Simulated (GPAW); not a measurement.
# F K ELNES/XANES of KMnF3 (Pm-3m) from DFT, part 2 of 2

What does one-electron theory with a core hole give for the F K edge of KMnF3 (Pm-3m)?

GPAW 26.7.0; X-ray absorption from dipole matrix elements to empty bands, plane-wave PAW LDA+U.

So far. Step 5 (Spectrum with FCH, F atom 3): Main maxima below 24 eV (height): 2.4 eV (1.84), 3.8 eV (2.51), 5.8 eV (1.70) and 15.9 eV (1.29).  Step 5 (Spectrum with FCH, F atom 3): The hole costs E(hole) − E(ground) = 674.74 eV, and the lowest empty level of the hole cell on the spectrum's mesh lies at 5.17 eV, which puts the zero at 679.91 eV.

### Step 8. Spectrum with FCH, F atom 3

A test of how far the result depends on this setting.

Changed against the first core-hole run: broadening from Gaussian full width 0.9 eV up to 4 eV, rising linearly to 3.5 eV at 25 eV to Gaussian full width 0.5 eV up to 4 eV, rising linearly to 1.5 eV at 25 eV.

Input file xas.py:

```python
import numpy as np
from ase import Atoms
from ase.parallel import parprint, paropen
from gpaw import GPAW, PW, FermiDirac, Mixer, MixerDif, setup_paths
from gpaw.test import gen
setup_paths.insert(0, '.')
gen('F', name='fch1s', xcname='LDA', corehole=(1, 0, 1), write_xml=True)
from gpaw.mpi import world
world.barrier()

atoms = Atoms('Mn4K4F12',
    cell=[[4.1893, 4.1893, 4.1893],
     [-4.1893, 4.1893, -4.1893],
     [-4.1893, -4.1893, 4.1893]],
    scaled_positions=[[0, 0, 0],
     [0, 0.5, 0.5],
     [0.5, 0, 0.5],
     [0.5, 0.5, 0],
     [0.5, 0, 0],
     [0.5, 0.5, 0.5],
     [0, 0, 0.5],
     [0, 0.5, 0],
     [0.25, 0, 0.25],
     [0.25, 0.5, 0.75],
     [0.75, 0, 0.75],
     [0.75, 0.5, 0.25],
     [0.25, 0.25, 0],
     [0.25, 0.75, 0.5],
     [0.75, 0.25, 0.5],
     [0.75, 0.75, 0],
     [0, 0.75, 0.75],
     [0, 0.25, 0.25],
     [0.5, 0.75, 0.25],
     [0.5, 0.25, 0.75]],
    magmoms=[4.0, 4.0, 4.0, 4.0, 0.0, 0.0, 0.0, 0.0, 0.0, 0.0, 0.0, 0.0, 0.0, 0.0, 0.0, 0.0, 0.0, 0.0, 0.0, 0.0],
    pbc=True)
atoms.calc = calc = GPAW(legacy_gpaw=True, mode=PW(500), xc='LDA', setups={'Mn': ':d,4', 8: 'fch1s'},
    kpts={'size': (2, 2, 2), 'gamma': True}, occupations=FermiDirac(0.02),
    charge=0, mixer=MixerDif(0.05, 8, 50), maxiter=150,
    convergence={'density': 0.0001}, txt='scf.txt')
energy = atoms.get_potential_energy() + calc.get_reference_energy()
ef = calc.get_fermi_level()
out = dict(energy=energy, fermi=ef, forces=atoms.get_forces().tolist(), magmoms=atoms.get_magnetic_moments().tolist())
parprint(f'all-electron energy {energy:.4f} eV, Fermi level {ef:.4f} eV')
ev = np.array([[calc.get_eigenvalues(k, s) for k in range(len(calc.get_ibz_k_points()))] for s in range(calc.get_number_of_spins())])
out['homo'], out['lumo'], out['counts'] = ev[ev < ef].max(), ev[ev > ef].min(), sorted(set((ev < ef).sum((0, 2)).tolist()))
out['filled'] = (ev[:, 0] < ef).sum(1).tolist()

from ase.units import Ha
from gpaw.xas import dipole_matrix_elements
nb = int(calc.get_number_of_electrons() / 2) + 197
top, nb = nb, nb + 8 + nb // 12
nscf = calc.fixed_density(kpts={'size': (3, 3, 3), 'gamma': True}, nbands=nb,
    convergence={'bands': top, 'eigenstates': 1e-5}, maxiter=60, txt='nscf.txt')
cell = atoms.cell.array
ops = [cell.T @ U.T @ np.linalg.inv(cell.T) for U in nscf.wfs.kd.symmetry.op_scc]
filled = [100, 80]  # bands filled in the ground state, by spin
E = np.arange(-6, 34, 0.1)
fwhm = np.interp(E, [4, 25], [0.5, 1.5])
Y, X, zero, highest = 0, 0, 1e9, 1e9
for spin in range(nscf.get_number_of_spins()):
    wfs = nscf.wfs
    A = dipole_matrix_elements(wfs.setups[8])
    eps = np.zeros((wfs.kd.nibzkpts, nb))
    d = np.zeros((3, A.shape[1], wfs.kd.nibzkpts, nb), complex)
    for kpt in wfs.kpt_u:
        if kpt.s == spin and 8 in kpt.P_ani:
            eps[kpt.k] = kpt.eps_n * Ha
            d[:, :, kpt.k] = (kpt.weight * wfs.nspins / 2) ** 0.5 * np.inner(A, kpt.P_ani[8])
    world.sum(eps)
    world.sum(d)
    T = np.einsum('amkn,bmkn->abkn', d, d.conj()).real
    T = sum(np.einsum('ai,ijkn,bj->abkn', R, T, R) for R in ops) / len(ops)
    empty = np.ones_like(eps, bool) & (np.arange(nb) >= filled[spin])
    zero, highest = min(zero, eps[empty].min()), min(highest, eps[:, top - 1].min())
    lines = [(eps, T, empty)] if spin == 0 else lines + [(eps, T, empty)]
for eps, T, empty in lines:
    f = np.einsum('aakn->akn', T).reshape(3, -1)
    x = eps.ravel() - zero
    w = np.interp(x, E, fwhm) / 2.35482
    g = np.exp(-0.5 * ((E[:, None] - x) / w) ** 2) / (w * (2 * np.pi) ** 0.5)
    Y = Y + (f * empty.ravel()) @ g.T
    X = X + (f * ~empty.ravel()) @ g.T
out.update(E=E.round(2).tolist(), xas=Y.tolist(), xes=X.tolist(), zero=zero, valid=highest - zero, nk=len(eps), nb=nb)
for i in range(0, len(E), 10):
    parprint(f'{E[i]:7.2f}', *(f'{v:10.3e}' for v in Y[:, i]))
import json
with paropen('out.json', 'w') as f:
    json.dump(out, f)
```

Run with:

```
$ OMP_NUM_THREADS=1 mpirun -n 4 gpaw python xas.py
```

Elapsed: 5.7 min, on 4 MPI ranks of Arm Neoverse V2, shared host; peak memory 0.71 GiB; 23 min of CPU time.

```tsv
E (eV)	first run	this run
-2.0	0.00	0.00
-1.0	0.00	0.00
0.0	0.00	0.00
1.0	0.09	0.08
2.0	1.51	1.98
3.0	1.84	1.72
4.0	2.40	2.50
5.0	1.60	1.53
6.0	1.68	2.00
7.0	1.06	0.79
8.0	1.05	1.22
9.0	0.84	0.73
10.0	0.84	0.96
11.0	0.59	0.53
12.0	0.36	0.32
13.0	0.35	0.26
14.0	0.62	0.44
15.0	1.09	1.20
16.0	1.29	1.58
17.0	1.10	1.09
18.0	0.82	0.80
19.0	0.62	0.55
20.0	0.59	0.42
21.0	0.73	0.66
22.0	0.94	1.00
23.0	1.09	1.26
24.0	1.14	1.07
25.0	1.16	1.23
26.0	1.20	1.17
27.0	1.30	1.17
28.0	1.42	1.48
29.0	1.50	1.68
30.0	1.42	1.69
31.0	1.20	1.23
32.0	0.93	0.77
```

The scaled spectrum changes by 14 % r.m.s. The highest intensity below 16 eV goes from 3.8 eV (2.51) to 3.8 eV (2.90).

The photon energy of the zero moves by +0.00 eV.

### Step 9. With and without the hole

Both curves are counted from their own zero, so only the shift of weight within the empty states shows.

```tsv
E (eV)	no hole	FCH
-2.0	0.00	0.00
-1.0	0.00	0.00
0.0	0.00	0.00
1.0	0.08	0.09
2.0	0.38	1.51
3.0	1.32	1.84
4.0	1.43	2.40
5.0	1.86	1.60
6.0	2.11	1.68
7.0	1.40	1.06
8.0	1.41	1.05
9.0	1.49	0.84
10.0	1.44	0.84
11.0	0.94	0.59
12.0	0.61	0.36
13.0	0.43	0.35
14.0	0.42	0.62
15.0	0.68	1.09
16.0	1.03	1.29
17.0	1.14	1.10
18.0	0.93	0.82
19.0	0.66	0.62
20.0	0.50	0.59
21.0	0.49	0.73
22.0	0.58	0.94
23.0	0.71	1.09
24.0	0.82	1.14
25.0	0.89	1.16
26.0	0.92	1.20
27.0	0.93	1.30
28.0	1.00	1.42
29.0	1.14	1.50
30.0	1.26	1.42
31.0	1.23	1.20
32.0	1.06	0.93
```

With each curve scaled to its own mean, the area from −2 to 6 eV with the hole is 8.2 against 6.0, and the centre of weight from −1 to 20 eV moves by -0.5 eV: the hole pulls the absorber's empty states down.

### Step 10. What came out

```
absorber and edge                                    : F K, atom 3 of the ground-state input (counted from 1)
surroundings                                         : 2 Mn at 2.09 Å (linear, site symmetry 4/mmm)
highest intensity below 16 eV                        : 3.8 eV above the zero, height 2.51
photon energy of the zero (spin-polarised hole, raw) : 679.9 eV (LDA puts this hole about 5 eV below PBE, itself good to a few eV)
```

The F K edge of atom 3, with 2 Mn at 2.09 Å (linear, site symmetry 4/mmm), has its highest intensity of the first 16 eV at 3.8 eV above the zero, near 684 eV in photon energy (LDA puts this hole about 5 eV below PBE, itself good to a few eV), 2.5 times the mean level of the first 20 eV (Gaussian full width 0.9 eV up to 4 eV, rising linearly to 3.5 eV at 25 eV). With each curve scaled to its own mean, the area from −2 to 6 eV with the hole is 8.2 against 6.0, and the centre of weight from −1 to 20 eV moves by -0.5 eV: the hole pulls the absorber's empty states down. A cell with holes 4.2 Å apart changes the curve by 33 % r.m.s. (30 % after the best shift). Changing the broadening from Gaussian full width 0.9 eV up to 4 eV, rising linearly to 3.5 eV at 25 eV to Gaussian full width 0.5 eV up to 4 eV, rising linearly to 1.5 eV at 25 eV alters the shape by 14 % r.m.s., a modest effect on the whole. The hole lies in one spin channel, while the script sums the empty states of both and takes the lower zero; where the two channels are split, this blurs and shifts the curve. The spins start ferromagnetically in a simple order, which needn't be the measured one; gap and edge can depend on it. The mesh is coarse (0.35 Å⁻¹ between points), so small maxima may be mesh ripples. Lifetime broadening is put in by hand, and intensities beyond about 20 eV depend on it and on the partial waves. The structure is a published determination, not relaxed.

[Logs are printed without paths, hosts, clocks, repeated set-up lines and the standing remarks that a program may print on its own settings, such as how far it seeks lower states.]

[Hosts, paths, dates, database ids (printed as entryN), source tags and the programs' standing remarks are cut or masked in the printed files.]

[Lists of maxima count a maximum above −3 eV only where it reaches 4 % of the highest in the window and stands out from its surroundings by 2 % of it (1.5 % where it reaches 55 %); shoulders and weaker maxima are passed over, and of the rest the first, up to two pre-edge ones and the few strongest are named.]
